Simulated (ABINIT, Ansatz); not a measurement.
Records of electronic-structure calculations.

**WS2 (Tungstenite): one start, several treatments of the self-energy**

The structure is hexagonal, space group P6_3/mmc (No. 194). The conventional cell has a = 3.153 Å, b = 3.153 Å, c = 12.323 Å, α = 90.00°, β = 90.00°, γ = 120.00°. W has 6 S at 2.40 Å nearest. S has 3 W at 2.40 Å nearest. Farther neighbours, and contacts between anions beyond the nearest, are not listed.

- method: RPA screening on PBE, plane waves, norm-conserving pseudopotentials (and 4 further levels or steps)
- program: ABINIT 10.8.3
- settings: cutoff 31 Ha, PseudoDojo scalar-relativistic 0.4.1 standard, norm-conserving, ngkpt (6, 6, 1), nband 303, ecuteps 6.5 Ha, inclvkb 2, shiftk (0, 0, 0), symchi 1, awtr 1, frequency ppm, 6×6×1 k-mesh
- cost: 7 runs, 7.7 min in all on 8 MPI ranks of Arm Neoverse V2, shared host
- notes: The program’s warnings: nproc spkpt=  >= nkpt= * nsppol=. The cell and positions come from the Crystallography Open Database and are kept as given unless a step says otherwise. Limits: no spin-orbit coupling. Static COHSEX lies above G0W0: it lacks the factor Z and overstates the Coulomb hole of the filled states. The 6×6×1 mesh is coarse for this cell, which bears on the long-range parts of exchange and screening.
- G0W0, Godby-Needs plasmon pole: 1.324 eV
- G0W0, Engel-Farid plasmon pole: 1.356 eV
- G0W0, von der Linden-Horsch plasmon pole: 1.337 eV
- one-shot COHSEX: 1.638 eV
- one-shot Hartree-Fock: 5.593 eV
- known limits: short of the basis limit; no spin-orbit coupling; coarse k mesh

G0W0, Engel-Farid plasmon pole: +0.032 eV against G0W0, Godby-Needs plasmon pole. G0W0, von der Linden-Horsch plasmon pole: +0.013 eV against G0W0, Godby-Needs plasmon pole.

[Paths, hosts, dates, memory and timing lines, banners, echoed tables and standing remarks are left out of the program output; an Ansatz launch command may be rebuilt from the run's recorded settings. Measured values are a selection of at most five: reports struck by readers or far from the other reports are left out. None is set beside runs whose start may be inverted or whose files or cutoffs have a known fault.]

[Runs of the session that timed out or met a known fault of the program may be left out.]

[Hosts, paths, dates, database ids (printed as entryN), source tags and the programs' standing remarks are cut or masked in the printed files.]

[G0W0 gaps are taken among the corrected bands and points alone; a level outside them can change the order at an edge.]

[Where Ansatz stands beside ABINIT at settings called matched, ABINIT's density can come from a denser mesh and the files from another edition; pairs whose starting gaps differed by over 0.03 eV were left out, so agreement reads better than it is.]
